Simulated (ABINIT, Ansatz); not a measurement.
# How the form of the self-energy moves the gap of CaHClO (P6_3mc), part 2 of 2

How much does the gap of CaHClO (P6_3mc) depend on the approximation to the self-energy?

ABINIT 10.8.3; LDA and many-body steps on it, plane waves. Known limits of the many-body steps: not at the basis limit; coarse k mesh.

So far. Step 6 (G0W0, von der Linden-Horsch plasmon pole): Against G0W0 in ABINIT (3×3×2 mesh, 178 bands, screening to 141.5 eV, Godby-Needs plasmon pole), the gap moves by +0.162 eV. Step 7 (One-shot Hartree-Fock): Against G0W0 in ABINIT (3×3×2 mesh, 178 bands, screening to 141.5 eV, Godby-Needs plasmon pole), the gap moves by +6.488 eV.

**8. Screening, 3×3×2 mesh, 178 bands, screening to 141.5 eV**

This step: RPA screening on LDA, plane waves, norm-conserving pseudopotentials.

The input, run.abi:

```
acell 3*1.0 Angstrom
rprim 
  3.869837503795 0.000000000001 0.000000000000
  -1.934918751899 3.351377586804 0.000000000000
  0.000000000000 0.000000000000 9.809829070000
ntypat 4
znucl 20 1 17 8
natom 8
typat 1 1 2 2 3 3 4 4
xred 
  0.333333333333 0.666666666667 0.000072350000
  0.666666666667 0.333333333333 0.500072350000
  0.000000000000 0.000000000000 0.166937970000
  0.000000000000 0.000000000000 0.666937970000
  0.333333333333 0.666666666667 0.316666000000
  0.666666666667 0.333333333333 0.816666000000
  0.000000000000 0.000000000000 0.068122680000
  0.000000000000 0.000000000000 0.568122680000
pp_dirpath "pseudos"
pseudos "Ca.upf, H.upf, Cl.upf, O.upf"
ecut 36
ngkpt 3 3 2
nshiftk 1
shiftk 0 0 0
kptopt 1
chksymbreak 0
istwfk *1
occopt 1
irdwfk 1
optdriver 3
nband 178
ecuteps 5.2
inclvkb 2
awtr 1
symchi 1
gwcalctyp 2
nfreqre 16
freqremax 40 eV
nfreqim 8
spmeth 1
nomegasf 120
indata_prefix "in"
outdata_prefix "out"
tmpdata_prefix "tmp"
```

Launch:

```
$ OMP_NUM_THREADS=1 mpirun -n 4 abinit run.abi > log
```

Numbers of over 12 decimals in the logs are rounded to 6 here.

Log:

```text
.Version 10.8.3 of ABINIT. v10.8.2 released Aug 2026.

 Symmetries : space group P6_3 m c (#186); Bravais hP (primitive hexag.)
[... echo of the input left out ...]
== DATASET  1 ==================================================================
-   mpi_nproc: 4, omp_nthreads: 1 (-1 if OMP is not activated)

--- !DatasetInfo
iteration_state: {dtset: 1, }
dimensions: {natom: 8, nkpt: 6, mband: 178, nsppol: 1, nspinor: 1, nspden: 1, mpw: 8886, }
cutoff_energies: {ecut:  36.0, pawecutdg:  -1.0, }
electrons: {nelect:   4.80000000E+01, charge:   0.00000000E+00, occopt:   1.00000000E+00, tsmear:   1.00000000E-02, }

 SCREENING: Calculation of the susceptibility and dielectric matrices

 Based on a program developped by R.W. Godby, V. Olevano, G. Onida, and L. Reining.
 Incorporated in ABINIT by V. Olevano, G.-M. Rignanese, and M. Torrent.
.Using double precision arithmetic ; gwpc =  8

[... cell and pseudopotentials left out ...]
--------------------------------------------------------------------------------

 ==== K-mesh for the wavefunctions ====
 Number of points in the irreducible wedge :     6
[... list of points left out ...]
 Together with 12 symmetry operations and time-reversal symmetry
 yields    18 points in the full Brillouin Zone.

 ==== Q-mesh for the screening function ====
 Number of points in the irreducible wedge :     6
[... list of points left out ...]
 Together with 12 symmetry operations and time-reversal symmetry
 yields    18 points in the full Brillouin Zone.

 setmesh: FFT mesh size selected  =    24x   24x   72
          total number of points  =        41472

 vcoul_init : cutoff-mode = AUXILIARY_FUNCTION
 q-points for optical limit:   1
     1)      0.000010    0.000020    0.000030

- screening: taking advantage of time-reversal symmetry
- Maximum band index for partially occupied states nbvw = 24
- Remaining bands to be divided among processors   nbcw = 154
- Number of bands treated by each node ~38

 Number of electrons calculated from density =   48.0000; Expected =   48.0000
 average of density, n =  0.055907
 r_s =    1.6224
 omega_plasma =   22.8081 [eV]

 calculating chi0 at frequencies [eV] :
  1    0.000000E+00    0.000000E+00
  2    2.666667E+00    0.000000E+00
  3    5.333333E+00    0.000000E+00
[...]
23    0.000000E+00    5.808827E+01
 24    0.000000E+00    8.178891E+01

--------------------------------------------------------------------------------
  q-point number  1        q = ( 0.000000, 0.000000, 0.000000) [r.l.u.]
--------------------------------------------------------------------------------
[... chi0 elements left out ...]
  [... further frequencies ...]

 No. of calculated frequencies >  15, stop printing
 For q-point:  0.000010 0.000020 0.000030
  dielectric constant =   2.9653
  dielectric constant without local fields =   3.3831

  Average fulfillment of the sum rule on Im[epsilon] for q-point    1 :     67.14  [%]
[... wings left out ...]
  q-point number  2        q = ( 0.333333, 0.000000, 0.000000) [r.l.u.]
--------------------------------------------------------------------------------
[... chi0 elements left out ...]
  [... further frequencies ...]

 No. of calculated frequencies >  15, stop printing
  Average fulfillment of the sum rule on Im[epsilon] for q-point    2 :     67.25  [%]

 [... 4 further q-points ...]
```

Elapsed: 3.2 min, on 4 MPI ranks of Arm Neoverse V1, shared host; peak memory 3.1 GiB.

This step gave:

* ε∞ with local fields, on this mesh, along the program's q direction: 2.965
* the same without local fields: 3.383
* plasma frequency: 22.81 eV
* plane waves in the screening matrix: 499

**9. G0W0, contour deformation**

This step: G0W0 on LDA, plane waves, norm-conserving pseudopotentials.

Changes to run.abi since step 8:

```diff
@@ -29,14 +29,14 @@
 irdwfk 1
-optdriver 3
+optdriver 4
 nband 178
+gwcalctyp 2
+ecutsigx 36
+symsigma 1
+nkptgw 1
+kptgw 
+  0.0000000000 0.0000000000 0.0000000000
+bdgw 
+  23 26
 ecuteps 5.2
-inclvkb 2
-awtr 1
-symchi 1
-gwcalctyp 2
-nfreqre 16
-freqremax 40 eV
-nfreqim 8
-spmeth 1
-nomegasf 120
+irdscr 1
 indata_prefix "in"
```

Log:

```text
.Version 10.8.3 of ABINIT. v10.8.2 released Aug 2026.

 Symmetries : space group P6_3 m c (#186); Bravais hP (primitive hexag.)
[... echo of the input left out ...]
== DATASET  1 ==================================================================
-   mpi_nproc: 4, omp_nthreads: 1 (-1 if OMP is not activated)

--- !DatasetInfo
iteration_state: {dtset: 1, }
dimensions: {natom: 8, nkpt: 6, mband: 178, nsppol: 1, nspinor: 1, nspden: 1, mpw: 8886, }
cutoff_energies: {ecut:  36.0, pawecutdg:  -1.0, }
[...]
24   0.926 -15.754 -20.089   2.811   0.789  -0.267 -16.957  -1.203  -0.277
[...]
26   6.916 -10.917  -5.289  -3.289   0.842  -0.187  -8.946   1.971   8.888
       26   0.000   0.000   0.000  -0.000   0.000   0.000  -0.000  -0.000  -0.000

== END DATASET(S) ==============================================================
================================================================================

 -outvars: echo values of variables after computation  --------
           etotal      0.0000000000E+00
            nband         178
             nkpt           6
          spgroup         186
 [... the other variables as echoed above ...]

 Calculation completed.
```

Wall time 13 s (4 MPI ranks); peak memory 2.4 GiB.

This step gave:

```yaml
g0w0_gap_on_the_points_computed: 7.637 eV
starting_gap_on_the_mesh: 5.066 eV
k_of_the_valence_top: 0, 0, 0
k_of_the_conduction_bottom: 0, 0, 0
least_direct_g0w0_gap_on_the_computed_points: 7.637 eV
```

Against G0W0 in ABINIT (3×3×2 mesh, 178 bands, screening to 141.5 eV, Godby-Needs plasmon pole), the gap moves by −0.021 eV.

**10. The runs together**

Times are wall times on 4 MPI ranks of Arm Neoverse V1, shared host, good to a factor of about two. A run's time includes the screening step that it read.

```tsv
run	mesh	bands	screening cutoff (eV)	DFT gap (eV)	gap on the mesh (eV)	direct (eV)	ε∞ used	time
G0W0, Godby-Needs plasmon pole	3×3×2	178	141.5	5.066	7.658	7.658	2.95	2.3 min
G0W0, Hybertsen-Louie plasmon pole	3×3×2	178	141.5	5.066	7.866	7.866	2.95	2.3 min
G0W0, von der Linden-Horsch plasmon pole	3×3×2	178	141.5	5.066	7.820	7.820	2.95	2.2 min
one-shot Hartree-Fock	3×3×2	-	-	5.066	14.146	14.146	-	5.2 s
G0W0, contour deformation	3×3×2	178	141.5	5.066	7.637	7.637	2.97	3.4 min
```

**11. Results**

| Item | Value |
| --- | --- |
| G0W0, Godby-Needs plasmon pole | 7.658 eV |
| G0W0, Hybertsen-Louie plasmon pole | 7.866 eV |
| G0W0, von der Linden-Horsch plasmon pole | 7.820 eV |
| one-shot Hartree-Fock | 14.146 eV |
| G0W0, contour deformation | 7.637 eV |
| known limits | not at the basis limit; coarse k mesh |

**Reading.** G0W0, Hybertsen-Louie plasmon pole: +0.208 eV against G0W0, Godby-Needs plasmon pole. G0W0, von der Linden-Horsch plasmon pole: +0.162 eV against G0W0, Godby-Needs plasmon pole. One-shot Hartree-Fock: +6.488 eV against G0W0, Godby-Needs plasmon pole. G0W0, contour deformation: −0.021 eV against G0W0, Godby-Needs plasmon pole. Bare exchange alone opens the gap to 14.15 eV; against G0W0, correlation takes back 6.49 eV. Bands and cutoff are finite, so the gap is not at the basis limit. The miss can reach some tenths of an eV and take either sign; the mesh is an error of its own. In the first G0W0 run levels were corrected at 1 k point alone, so a gap called «on the mesh» is the least over those, and an edge elsewhere would be missed. The 3×3×2 mesh is coarse for this cell, which bears on the long-range parts of exchange and screening.

[Paths, hosts, dates, memory and timing lines, banners, echoed tables and standing remarks are left out of the program output.]

[Logs are printed without paths, hosts, clocks, repeated set-up lines and the standing remarks that a program may print on its own settings, such as how far it seeks lower states.]

[Runs of the session that timed out or met a known fault of the program may be left out.]

[No measured gap is set beside runs whose start may be inverted or whose files or cutoffs have a known fault.]

[Hosts, paths, dates, database ids (printed as entryN), source tags and the programs' standing remarks are cut or masked in the printed files.]

[G0W0 gaps are taken among the corrected bands and points alone; a level outside them can change the order at an edge.]

[Where Ansatz stands beside ABINIT at settings called matched, ABINIT's density can come from a denser mesh and the files from another edition; pairs whose starting gaps differed by over 0.03 eV were left out, so agreement reads better than it is.]
